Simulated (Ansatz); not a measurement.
# Lu2SeSF2: complex band structure

Aim: relax a made-up compound, Lu2SeSF2, and see how good a tunnel barrier it would be. It is built by putting Se for part of the S in the LuSF structure of space group R-3m, with the volume rescaled by atomic radii. The parent structure comes from the Materials Project.

Program: Ansatz 0.2.0. Level of theory: LDA DFT, plane waves, PAW files, in the first sound run; inputs show where later runs differ. Results are calculated unless marked as measured.

Most raw output is cut from this account.

The structure was built from a prototype and need not be the compound's stable phase.

**1. Starting point**

The structure is trigonal, space group R3m (No. 160). Conventional cell: a = 3.971 Å, b = 3.971 Å, c = 24.852 Å, α = 90.00°, β = 90.00°, γ = 120.00°. Nearest to Lu lie 3 S at 2.70 Å and 3 Se at 2.70 Å. Nearest to Lu lie 6 F at 2.29 Å and 1 Se at 2.71 Å and 1 S at 2.71 Å. Nearest to Se lie 4 Lu at 2.70 to 2.71 Å. S has 4 Lu at 2.70 to 2.71 Å nearest. F has 3 Lu at 2.29 Å and 3 F at 2.29 Å nearest. F has 3 Lu at 2.29 Å and 3 F at 2.29 Å nearest. It derives from LuSF. Se for part of the S in the LuSF structure of space group R-3m. Farther neighbours and most contacts between anions are not listed.

**2. Cell and atoms at rest**

The substituted atoms don't fit the parent's cell, so cell and atoms relax together. A small smearing keeps the run stable in case the gap closes on the way.

Contents of input.yaml:

```yaml
crystal:
  lattice:
    - [1.9857283022, 1.1464607698, 8.2841104587]
    - [-1.9857283022, 1.1464607698, 8.2841104587]
    - [0.0, -2.2929215396, 8.2841104587]
  atoms:
    - { symbol: Lu, position: [0.0, 0.0, 0.0] }
    - { symbol: Lu, position: [0.5, 0.5, 0.5] }
    - { symbol: Se, position: [0.60894203, 0.60894203, 0.60894203] }
    - { symbol: S, position: [0.39105797, 0.39105797, 0.39105797] }
    - { symbol: F, position: [0.8323716, 0.8323716, 0.8323716] }
    - { symbol: F, position: [0.1676284, 0.1676284, 0.1676284] }
kpoints:
  mp_grid: { grid: [6, 6, 6] }
scf:
  occupations: { method: gaussian, width: 0.03 }
hamiltonian:
  xc: lda
output:
  forces: true
  stress: true
relax:
  f_tol: 0.02
  max_steps: 60
  cell: {}
```

Launch:

```bash
$ ansatz run input.yaml --threads 2 --pin off --max-ram 4096MiB --backend cpu --events-out ev --progress --plain --runs-dir out
```

It took 88 s on 2 threads of Intel Xeon Platinum 8488C (Sapphire Rapids), shared host; peak memory 0.53 GiB; 2.9 min of CPU time.

Step by step:

```
step  energy less that of the first step (eV)  largest force component (eV/Å)  pressure (GPa)  volume (Å³)
   1                                   0.0000                          1.1485           -2.50       113.16
   2                                  -0.0322                          1.3314            0.07       110.06
   3                                  -0.1240                          0.0540           -0.27       110.44
   4                                  -0.1263                          0.0658           -0.03       110.19
   5                                  -0.1583                          0.2136            1.36       108.30
   6                                  -0.1908                          0.1447            0.47       108.57
   7                                  -0.1683                          0.3709           -0.18       107.45
   8                                  -0.2012                          0.0376            0.01       108.41
   9                                  -0.2013                          0.0114           -0.02       108.43
 10*                                  -0.1948                          0.0115           -0.13       108.43
  11                                  -0.1952                          0.0051            0.01       108.27
 12*                                  -0.1949                          0.0052            0.00       108.27
```

Relaxation steps marked * repeat the geometry before them on a plane-wave basis chosen anew for their cell, so energy and pressure can jump there. Relaxation step 7 was tried and not accepted.

Forces are held to the 6 operations that the run works with; a distortion that breaks them can't arise in this run.

```
conventional cell, symmetrised  before   after  change
                         a (Å)   3.971   3.860  -2.8 %
                         b (Å)   3.971   3.860  -2.8 %
                         c (Å)  24.852  25.175  +1.3 %
              volume (Å³/atom)   18.86   18.04  -4.3 %
```

The atoms that moved most (Å, as changes of fractional coordinates times the final cell):

```
atom     dx     dy      dz  length
  F5  0.000  0.000  -0.381   0.381
  F6  0.000  0.000   0.293   0.293
 Lu1  0.000  0.000   0.104   0.104
  S4  0.000  0.000   0.047   0.047
 Lu2  0.000  0.000  -0.043   0.043
 Se3  0.000  0.000  -0.020   0.020
```

Final coordinates:

```xyz
6
Lattice="1.9299 1.1142 8.3916 -1.9299 1.1142 8.3916 0.0000 -2.2285 8.3916" Properties=species:S:1:pos:R:3 pbc="T T T"
Lu    0.0000    0.0000    0.1043
Lu    0.0000    0.0000   12.5440
Se    0.0000    0.0000   15.3101
S     0.0000    0.0000    9.8919
F     0.0000    0.0000   20.5736
F     0.0000    0.0000    4.5127
```

Numbers from this step:

* free energy: -36837.9887 eV
* Fermi energy: 11.29 eV
* pressure: 0.001949 GPa

The largest force component on a free atom ends at 0.0052 eV/Å.

**3. Band edges**

The energy window and the wavevectors of the next steps follow from the band edges, so these are searched first, off the mesh as well.

Contents of input.yaml:

```yaml
crystal:
  lattice:
    - [1.9298953564, 1.1142256035, 8.3915543432]
    - [-1.9298953564, 1.1142256035, 8.3915543432]
    - [0.0, -2.228451207, 8.3915543432]
  atoms:
    - { symbol: Lu, position: [0.0041432095, 0.0041432095, 0.0041432095] }
    - { symbol: Lu, position: [0.4982798955, 0.4982798955, 0.4982798955] }
    - { symbol: Se, position: [0.6081567643, 0.6081567643, 0.6081567643] }
    - { symbol: S, position: [0.3929305573, 0.3929305573, 0.3929305573] }
    - { symbol: F, position: [0.8172343856, 0.8172343856, 0.8172343856] }
    - { symbol: F, position: [0.1792551878, 0.1792551878, 0.1792551878] }
kpoints:
  mp_grid: { grid: [8, 8, 8] }
  band_path: { path: [VBM, CBM], npoints: 30 }
scf:
  occupations: { method: fixed }
hamiltonian:
  xc: lda
output:
  eigenvalues: true
  write_potential: true
  write_density: true
  volumetric_format: npy
```

Elapsed: 34 s, on 2 threads; peak memory 0.57 GiB.

Numbers from this step:

```
free energy         : -36837.9925 eV
Fermi energy        : 10.52 eV
gap on the k-mesh   : 1.524 eV
gap on path         : 1.524 eV, by band count; negative where bands overlap
direct gap on path  : 2.454 eV
edge places on path : 0, 0.9724 1/A along the path
```

The electronic bands at the labelled points (eV, zero at the Fermi level (highest filled level under fixed occupations); v1 is the highest filled band, c1 the lowest empty one):

```
  point     v4     v3     v2     v1    c1    c2    c3    c4
    VBM  -2.23  -0.94   0.00   0.00  2.69  3.01  3.01  3.74
halfway  -2.11  -2.09  -1.01  -0.66  2.10  3.60  3.68  4.21
    CBM  -2.78  -2.12  -1.53  -0.93  1.52  3.70  3.77  4.98
```

The searched edges give 1.52 eV, as on the mesh.

**4. Decaying states in the gap, plane (101)**

This step: LDA DFT, plane waves, PAW files; complex bands by layer matching along the plane's normal (Ansatz 0.2.0).

The same crystal is laid in a cell whose first two vectors span the (101) plane (indices of the standard conventional cell, whose axes can be ordered otherwise than in the bulk input). At fixed energy and wavevector in the plane the solver finds all kz, real and complex. A few wavevectors are listed, (0, 0) and (-0.5, 0) in units of the plane's reciprocal vectors; the slowest state needn't be among them.

Contents of input.yaml:

```yaml
crystal:
  lattice:
    - [8.682406295, 0.0, 0.0]
    - [0.857940981, 3.763232868, 0.0]
    - [0.857940981, 1.783819838, 3.313594484]
  atoms:
    - { symbol: Lu, position: [0.0124296285, 0.9958567905, 0.9958567905] }
    - { symbol: Lu, position: [0.4948396865, 0.5017201045, 0.5017201045] }
    - { symbol: Se, position: [0.8244702929, 0.3918432357, 0.3918432357] }
    - { symbol: S, position: [0.1787916719, 0.6070694427, 0.6070694427] }
    - { symbol: F, position: [0.4517031568, 0.1827656144, 0.1827656144] }
    - { symbol: F, position: [0.5377655634, 0.8207448122, 0.8207448122] }
kpoints:
  mp_grid: { grid: [8, 8, 8] }
scf:
  occupations: { method: fixed }
hamiltonian:
  xc: lda
output:
  eigenvalues: true
  transmission:
    leads: [[0, 0]]
    kpoints: [[0.0, 0.0], [-0.5, 0.0]]
    e_range: [-1.0, 2.52]
    de: 0.09
```

It took 64 s on 2 threads; peak memory 0.97 GiB; 1.7 min of CPU time.

This step gave:

```
level to which the leads are filled                       : 0.7622 eV from the Fermi level
decay constant at the filling level, zone centre          : 0.1746 Å⁻¹
decay constant at the filling level, slowest listed point : 0.1746 Å⁻¹
```

K parallel (0, 0); values up to 1.5 1/Å, a degenerate pair printed once or twice; energies at which all values exceed this have no row. The Im kz of the slowest decaying states by energy, zero at the highest filled level on the SCF mesh:

```
energy (eV)  decay 1 (Å⁻¹)  decay 2 (Å⁻¹)  decay 3 (Å⁻¹)  decay 4 (Å⁻¹)
      -1.00          0.121          0.509          0.547          0.713
      -0.82         0.0820          0.513          0.551          0.766
      -0.73          0.148          0.515          0.552          0.782
      -0.55          0.234          0.518          0.555          0.804
      -0.46          0.262          0.520          0.556          0.810
      -0.28          0.304          0.522          0.557          0.817
      -0.19          0.321          0.523          0.557          0.818
      -0.01          0.350          0.523          0.557          0.817
       0.08         0.0637          0.119          0.362          0.524
       0.26          0.111          0.202          0.382          0.523
       0.44          0.139          0.249          0.399          0.522
       0.53          0.150          0.266          0.406          0.521
       0.71          0.168          0.292          0.417          0.518
       0.80          0.175          0.302          0.422          0.516
       0.98          0.186          0.317          0.430          0.511
       1.07          0.190          0.322          0.433          0.507
       1.25          0.197          0.329          0.437          0.497
       1.43          0.201          0.332          0.439          0.480
       1.52          0.202          0.332          0.439          0.466
       1.70          0.202          0.328          0.353          0.438
       1.79          0.201          0.271          0.325          0.436
       1.97          0.197          0.316          0.432          0.471
       2.06          0.194          0.310          0.429          0.458
       2.24          0.184          0.294          0.423          0.424
       2.33          0.176          0.283          0.402          0.419
       2.51          0.149          0.257          0.348          0.409
```

K parallel (0, 0). Table of Re kz of states that move upwards by energy, zero at the highest filled level on the SCF mesh:

```
energy (eV)  channel 1 (Å⁻¹)  channel 2 (Å⁻¹)  channel 3 (Å⁻¹)  channel 4 (Å⁻¹)
      -1.00           -0.781           -0.480           -0.251                -
      -0.73           -0.496           -0.242                -                -
      -0.46           -0.343           -0.170                -                -
      -0.28           -0.250           -0.128                -                -
      -0.01          -0.0428          -0.0227                -                -
       0.26                -                -                -                -
       0.53                -                -                -                -
       0.80                -                -                -                -
       0.98                -                -                -                -
       1.25                -                -                -                -
       1.52                -                -                -                -
       1.79                -                -                -                -
       1.97           -0.778                -                -                -
       2.24           -0.524                -                -                -
       2.51           -0.360                -                -                -
```

K parallel (-0.5, 0); values up to 1.5 1/Å, a degenerate pair printed once or twice; energies at which all values exceed this have no row. Im kz of the slowest decaying states against energy, zero at the highest filled level on the SCF mesh:

```
energy (eV)  decay 1 (Å⁻¹)  decay 2 (Å⁻¹)  decay 3 (Å⁻¹)  decay 4 (Å⁻¹)
      -1.00          0.315          0.331          0.352          0.504
      -0.73          0.373          0.384          0.512          0.578
      -0.46          0.405          0.415          0.517          0.582
      -0.28          0.414          0.438          0.518          0.585
      -0.01          0.103          0.185          0.424          0.467
       0.26          0.157          0.271          0.428          0.487
       0.53          0.190          0.316          0.425          0.496
       0.80          0.212          0.342          0.408          0.474
       0.98          0.223          0.352          0.377          0.461
       1.25          0.234          0.282          0.359          0.448
       1.52         0.0365          0.240          0.357          0.439
       1.79          0.240          0.348          0.429          0.473
       1.97          0.238          0.337          0.421          0.460
       2.24          0.230          0.313          0.408          0.437
       2.51          0.215          0.277          0.391          0.411
```

K parallel (-0.5, 0). The Re kz of states that move upwards by energy, zero at the highest filled level on the SCF mesh:

```
energy (eV)  channel 1 (Å⁻¹)  channel 2 (Å⁻¹)
      -1.00           -0.220                -
      -0.91           -0.696           -0.200
      -0.73           -0.422           -0.159
      -0.64           -0.352           -0.138
      -0.55           -0.291           -0.116
      -0.37           -0.173          -0.0651
      -0.28           -0.105          -0.0319
      -0.19          0.00770           0.0269
      -0.01                -                -
       0.08                -                -
       0.17                -                -
       0.35                -                -
       0.44                -                -
       0.53                -                -
       0.71                -                -
       0.80                -                -
       0.98                -                -
       1.07                -                -
       1.16                -                -
       1.34                -                -
       1.43                -                -
       1.52                -                -
       1.70           -0.666                -
       1.79           -0.612                -
       1.88           -0.566                -
       2.06           -0.486                -
       2.15           -0.450                -
       2.24           -0.416                -
       2.42           -0.350                -
       2.51           -0.317                -
```

At the listed wavevectors the last open channel is at -0.01 eV and the next at +1.61 eV on the grid. At +0.80 eV, the grid energy nearest the filling level (the middle of the gap on the SCF mesh), the slowest state at the listed wavevectors decays with κ = 0.175 Å⁻¹, its amplitude falling by e over 5.7 Å. Through 1 nm of this crystal that state's transmission falls by exp(−2 × 0.175 Å⁻¹ × 10 Å) = 0.030.

(Continued in part 2 of 2.)

[Logs are printed without paths, hosts, clocks, repeated set-up lines and the standing remarks that a program may print on its own settings, such as how far it seeks lower states.]

[Hosts, paths, dates, database ids (printed as entryN), source tags and the programs' standing remarks are cut or masked in the printed files.]
